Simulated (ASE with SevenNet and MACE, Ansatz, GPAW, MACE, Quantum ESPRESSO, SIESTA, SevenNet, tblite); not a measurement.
**Running HfO2(111) slab (54 atoms) with machine-learned potentials**

Wanted: machine-learned potentials inputs and outputs for HfO2(111) slab (54 atoms), checked against a plane-wave reference.

Program: ASE with SevenNet and MACE. Level of theory: the method is named at each step. Results are calculated unless marked as measured.

### Step 1. Starting point

The cell holds 54 atoms: 18 Hf and 36 O. Cell: a = 10.776 Å, b = 7.184 Å, c = 17.332 Å, α = 90.0°, β = 90.0°, γ = 120.0°. It derives from HfO2 (fluorite-type). Fluorite-type HfO2 (a = 5.08 Å), (111) slab of 3 repeat layers, 3 x 2 surface cells, 10 Å of vacuum; not relaxed, displaced by a Gaussian of 0.02 Å. Then every atom was moved at random, 0.05 Å r.m.s. a Cartesian component. Vacuum lies along c.

The yardstick, on the same geometry:

| Property | Result |
| --- | --- |
| method | Kohn-Sham DFT, PBE, SSSP efficiency 1.3.0 pseudopotentials, plane waves (Quantum ESPRESSO 7.5); sssp-pbe-1.3.0-efficiency, cutoffs 60/480 Ry, Γ point |
| r.m.s. force component | 0.873 eV/Å |
| longest force | 3.096 eV/Å |
| gap (highest filled to lowest empty level) | 3.481 eV |
| time | 3.9 min on 4 MPI ranks of Arm Neoverse V1, shared host |
| CPU time | 15 min |

### Step 2. SevenNet 0 potential

Method: machine-learned interatomic potential SevenNet 0, trained on PBE(+U) plane-wave data.

Contents of run.py:

```python
import numpy as np
from ase.io import read
import mlip  # loads the published weights by name

atoms = read("structure.xyz")
atoms.calc = mlip.calc("7net-0")
energy = atoms.get_potential_energy()
forces = atoms.get_forces()
print(f"energy {energy:.6f} eV")
print("forces (eV/A)")
for i, (a, f) in enumerate(zip(atoms, forces)):
    print(f"{i:4d} {a.symbol:2s} {f[0]:10.5f} {f[1]:10.5f} {f[2]:10.5f}")
```

Contents of structure.xyz:

```xyz
54
Lattice="10.77631 0.00000 0.00000 -3.59210 6.22170 0.00000 0.00000 0.00000 17.33235" Properties=species:S:1:pos:R:3 pbc="T T T"
Hf 1.81254 3.01354 5.78641
O 0.00722 4.01318 4.90731
O 1.85044 5.13452 6.43013
Hf 1.74375 5.15001 8.74972
O 1.92135 3.07483 7.94948
O 0.04634 4.15578 9.37143
Hf 0.03517 4.13762 11.65705
O 1.75572 5.16550 10.88090
O 8.92013 3.15639 12.33041
Hf 3.56685 0.01288 5.72054
O 1.73976 1.08214 4.95203
O 3.55564 2.06473 6.46965
Hf 3.66923 2.07593 8.56443
O -0.04400 6.20080 7.86611
O 1.79160 1.05004 9.37715
Hf 1.84710 1.13422 11.66623
O 3.53704 2.02846 10.80568
O 0.00079 0.02047 12.30891
Hf 5.39904 3.03886 5.74567
O 3.65403 4.09027 5.00056
O 5.37066 5.28229 6.45162
Hf 5.46119 5.18877 8.60447
O 5.38004 3.13263 7.92626
O 3.58492 4.11217 9.45046
Hf 3.66973 4.18160 11.53052
O 5.32569 5.20769 10.87258
O 1.76290 3.09150 12.36888
Hf 3.65522 6.17050 5.79108
O 5.40400 1.09676 4.97248
O 7.19010 2.19925 6.51436
Hf 7.17857 2.12701 8.58298
O 3.55450 6.21336 7.84479
O 5.46664 0.97668 9.37871
Hf 5.37469 1.02359 11.64422
O 7.23924 2.18002 10.76426
O 3.70299 0.07721 12.29713
Hf 8.93353 3.06021 5.78207
O 7.23525 4.18895 5.00125
O -1.82604 5.22585 6.43030
Hf -1.80273 5.10746 8.67085
O -1.78373 3.20150 7.92279
O 7.16201 4.17936 9.40869
Hf 7.17228 4.11397 11.52827
O -1.82098 5.16874 10.88645
O 5.37436 3.09878 12.32538
Hf 7.15572 6.21150 5.73891
O 8.92968 1.04749 4.98877
O 0.06865 2.03487 6.52026
Hf -0.00183 2.10038 8.60101
O -3.57608 6.21691 7.92019
O 9.00695 0.97749 9.41355
Hf 8.89006 0.99087 11.54785
O -0.02360 2.04476 10.87882
O 3.58941 6.07487 12.32521
```

Run with:

```sh
OMP_NUM_THREADS=1 python run.py > output.txt
```

The program printed:

```text
energy -535.230408 eV
forces (eV/A)
   0 Hf   -0.55944    1.85232   -0.28678
   1 O    -0.38716    0.51443    0.51319
   2 O    -1.10828    0.31552    0.12983
   3 Hf    0.95965    0.21836   -1.04639
   4 O    -1.16494    0.47369   -0.51554
   5 O    -0.61936   -0.42253    0.44118
   6 Hf   -0.93107   -0.79803   -1.22731
   7 O     0.30130   -0.08543   -0.56890
   8 O     0.22318   -0.44086    0.79781
   9 Hf    0.20512   -1.26579    0.82075
  10 O     0.60604   -0.54388   -0.58404
  11 O     1.16828   -0.75068   -0.11414
  12 Hf   -1.65015   -0.90698    2.10859
  13 O     0.75654    0.03231   -0.15516
  14 O    -0.26242   -0.18248    0.22176
  15 Hf   -1.27983   -0.73562   -2.07189
  16 O     1.15627    0.33269   -0.15725
  17 O    -0.50249   -0.19485    0.61890
  18 Hf   -0.67446    0.80362   -0.73510
  19 O     0.43382    0.10415   -0.32147
  20 O     0.95079   -1.08905    0.82642
  21 Hf   -0.93708    1.04575    0.67973
  22 O     0.19291    0.00484   -0.59141
  23 O     0.38546    0.65694   -0.50559
[...]
46 O     0.32122    0.55206   -0.25418
  47 O    -1.09627    0.20962    0.40718
  48 Hf    1.45622   -1.09303    2.01852
  49 O    -0.39665   -0.42437   -0.50043
  50 O    -0.50034    0.53924   -0.82651
  51 Hf    1.92038    0.75314   -0.36792
  52 O    -0.05595    1.04063   -0.52917
  53 O    -0.47079    2.03368    0.80057
```

The job ended after 11 s (1 thread of Arm Neoverse V1, shared host; peak memory 0.75 GiB).

Banners, paths, timers and routine set-up lines are dropped from the logs unmarked, and long logs keep their key lines alone; longer cuts are marked.

Numbers from this run, and their distance from the reference:

* r.m.s. force component: 0.8431 eV/Å
* r.m.s. difference of force components: 94.36 meV/Å
* longest difference of force vectors: 346.5 meV/Å
* force difference over r.m.s. force: 10.81 %
* slope of forces against the reference's: 0.9605
* correlation of force components: 0.9946

Length of the force difference by element (eV/Å):

| element | atoms | mean | most |
| --- | --- | --- | --- |
| Hf | 18 | 0.17 | 0.35 |
| O | 36 | 0.14 | 0.26 |

A closer look about Hf40, which bears the longest force: 9 atoms, nearest first, numbered in the order of the input, with positions taken from that point.

| atom | x | y | z | distance (Å) | bonds | Fx | Fy | Fz (eV/Å) |
| --- | --- | --- | --- | --- | --- | --- | --- | --- |
| Hf40 | 0.00 | 0.00 | 0.00 | 0.00 | 8 | 0.36 | 2.80 | 0.88 |
| O41 | 0.02 | -1.91 | -0.75 | 2.05 | 4 | -0.02 | -1.54 | -0.31 |
| O42 | -1.81 | -0.93 | 0.74 | 2.17 | 4 | -0.28 | -0.07 | -0.65 |
| O6 | 1.85 | -0.95 | 0.70 | 2.19 | 4 | -0.62 | -0.42 | 0.44 |
| O44 | -0.02 | 0.06 | 2.22 | 2.22 | 4 | 0.95 | -0.02 | -0.92 |
| O14 | 1.76 | 1.09 | -0.80 | 2.22 | 4 | 0.76 | 0.03 | -0.16 |
| O50 | -1.77 | 1.11 | -0.75 | 2.22 | 4 | -0.40 | -0.42 | -0.50 |
| O39 | -0.02 | 0.12 | -2.24 | 2.24 | 4 | 0.55 | -0.21 | 0.33 |
| O15 | 0.00 | 2.16 | 0.71 | 2.28 | 4 | -0.26 | -0.18 | 0.22 |

Atoms are counted from 1 here, from 0 in the log.

Forces lie 11 % from the reference's, at 0.011 times its CPU time (on 1 against 4 cores).

### Step 3. SevenNet l3i5 potential

Method: machine-learned interatomic potential SevenNet l3i5, trained on PBE(+U) plane-wave data.

run.py: that of step 2 with these lines changed.

```diff
@@ -5,3 +5,3 @@
 atoms = read("structure.xyz")
-atoms.calc = mlip.calc("7net-0")
+atoms.calc = mlip.calc("7net-l3i5")
 energy = atoms.get_potential_energy()
```

structure.xyz is that of step 2.

The program printed:

```text
energy -534.731934 eV
forces (eV/A)
   0 Hf   -0.60261    1.76987   -0.44866
   1 O    -0.43308    0.55820    0.44992
   2 O    -1.09948    0.38784    0.13310
   3 Hf    0.95936    0.16541   -1.23372
   4 O    -1.21906    0.52457   -0.44384
   5 O    -0.55525   -0.41444    0.29996
   6 Hf   -1.10929   -0.91801   -1.15519
   7 O     0.35890   -0.11088   -0.52003
   8 O     0.24133   -0.43508    0.90913
   9 Hf    0.26371   -1.27087    0.66369
  10 O     0.62616   -0.54758   -0.54638
  11 O     1.14709   -0.73860   -0.12176
  12 Hf   -1.79574   -0.93542    2.12975
  13 O     0.78827    0.03152   -0.02162
  14 O    -0.26437   -0.21943    0.10444
  15 Hf   -1.47894   -0.88767   -2.05755
  16 O     1.22877    0.43621   -0.09228
  17 O    -0.55702   -0.22627    0.56739
  18 Hf   -0.68988    0.57053   -0.92769
  19 O     0.48696    0.22742   -0.28665
  20 O     0.96820   -1.13450    0.83598
  21 Hf   -0.96801    0.97315    0.70262
  22 O     0.21014   -0.03275   -0.58751
  23 O     0.35759    0.75098   -0.56960
[...]
46 O     0.28840    0.62725   -0.23448
  47 O    -1.13617    0.27961    0.47678
  48 Hf    1.61523   -1.09869    2.13639
  49 O    -0.42769   -0.48473   -0.40427
  50 O    -0.50110    0.54951   -0.94126
  51 Hf    2.09533    0.81982   -0.18645
  52 O    -0.10066    1.09077   -0.40853
  53 O    -0.54447    2.04248    0.75661
```

Wall time 13 s (1 thread); peak memory 1.1 GiB.

Against the reference:

* r.m.s. force component: 0.8659 eV/Å
* r.m.s. difference of force components: 92.02 meV/Å
* longest difference of force vectors: 253.9 meV/Å
* force difference over r.m.s. force: 10.54 %
* slope of forces against the reference's: 0.9864
* correlation of force components: 0.9944

Against the first run (11 %), the force difference from the reference is 11 %, at 1.2 times the CPU time.

### Step 4. MACE MPA-0 medium potential

Method: machine-learned interatomic potential MACE MPA-0 medium, trained on PBE(+U) plane-wave data.

run.py: that of step 3 with these lines changed.

```diff
@@ -5,3 +5,3 @@
 atoms = read("structure.xyz")
-atoms.calc = mlip.calc("7net-l3i5")
+atoms.calc = mlip.calc("mace-mpa-0-medium")
 energy = atoms.get_potential_energy()
```

structure.xyz is that of step 3.

The program printed:

```text
energy -536.268044 eV
forces (eV/A)
   0 Hf   -0.53088    1.88070    0.04753
   1 O    -0.46659    0.54878    0.31125
   2 O    -1.10521    0.37760   -0.05086
   3 Hf    1.06862    0.13460   -1.14143
   4 O    -1.28830    0.51249   -0.56511
   5 O    -0.70744   -0.51676    0.39666
   6 Hf   -1.05543   -0.75566   -1.72212
   7 O     0.36525   -0.05953   -0.19043
   8 O     0.24532   -0.48357    1.04480
   9 Hf    0.16518   -1.27746    1.02832
  10 O     0.63019   -0.61716   -0.73138
  11 O     1.24871   -0.78177   -0.37125
  12 Hf   -1.86045   -0.95825    2.02067
  13 O     0.77698    0.05172   -0.03904
  14 O    -0.27825   -0.26514    0.26325
  15 Hf   -1.45057   -1.02847   -2.54329
  16 O     1.24277    0.44041    0.20808
  17 O    -0.56193   -0.26214    0.87602
  18 Hf   -0.75791    0.92843   -0.43848
  19 O     0.48076    0.19363   -0.49658
  20 O     1.02053   -1.30872    0.61434
  21 Hf   -1.07906    1.13622    0.69002
  22 O     0.25886   -0.05547   -0.68216
  23 O     0.43959    0.74696   -0.61012
[...]
46 O     0.26266    0.57956   -0.42667
  47 O    -1.24177    0.27282    0.18186
  48 Hf    1.66212   -1.20080    1.98216
  49 O    -0.34727   -0.49861   -0.46153
  50 O    -0.49168    0.73379   -0.92125
  51 Hf    2.04231    0.80689   -0.65369
  52 O    -0.07637    1.08666   -0.22395
  53 O    -0.49436    2.07756    0.96749
```

Run time: 11 s. Hardware: 1 thread; peak memory 0.83 GiB.

Compared with the plane-wave run:

```yaml
r_m_s_force_component: 0.9184 eV/Å
r_m_s_difference_of_force_components: 183.6 meV/Å
longest_difference_of_force_vectors: 659 meV/Å
force_difference_over_r_m_s_force: 21.04 %
slope_of_forces_against_the_reference_s: 1.031
correlation_of_force_components: 0.9803
```

Against the first run (11 %), the force difference from the reference is 21 %, at 0.98 times the CPU time.

### Step 5. The ladder

Differences are against the plane-wave reference, forces as r.m.s. over components; share is that over the reference's r.m.s. force, slope the least-squares factor from reference forces to these. Total energies of different programs have different zeros and aren't compared.

| run | Δ force, r.m.s. (meV/Å) | share (%) | slope | cores | CPU time | memory (GiB) |
| --- | --- | --- | --- | --- | --- | --- |
| reference | - | - | - | 4 | 15 min | 2.9 |
| SevenNet 0 potential | 94.4 | 10.8 | 0.961 | 1 | 10 s | 0.75 |
| SevenNet l3i5 potential | 92.0 | 10.5 | 0.986 | 1 | 12 s | 1.1 |
| MACE MPA-0 medium potential | 184 | 21.0 | 1.031 | 1 | 10 s | 0.83 |

Times of the machine-learned potentials are mostly Python's start and the loading of weights.

CPU time is summed over cores on a shared host, where runs went side by side, so it is rough. Symmetry, cutoffs, thresholds, outputs and thread counts weren't matched or tuned between programs; memory under MPI is the largest rank's times the ranks.

### Step 6. What came out

```json
{
  "nearest in forces": "a tie at 11 % of 2 runs: SevenNet 0 potential; SevenNet l3i5 potential"
}
```

What this shows: Machine-learned potentials differ by 11 % (SevenNet l3i5 potential) to 21 % (MACE MPA-0 medium potential); they were trained on other programs' data. Machine-learned potentials mimic data converged in k, so the reference's own k-point error enters their differences. The electronic-structure runs sample only Γ, in a cell whose shortest periodic width is 6 Å. Spin–orbit coupling is left out, which matters for the levels of the heavy elements.

[Also dropped from logs without a mark: logging warnings of Python, and SIESTA's first energy breakdown and zero terms.]

[Logs are printed without paths, hosts, clocks, repeated set-up lines and the standing remarks that a program may print on its own settings, such as how far it seeks lower states.]

[Hosts, paths, dates, database ids (printed as entryN), source tags and the programs' standing remarks are cut or masked in the printed files.]
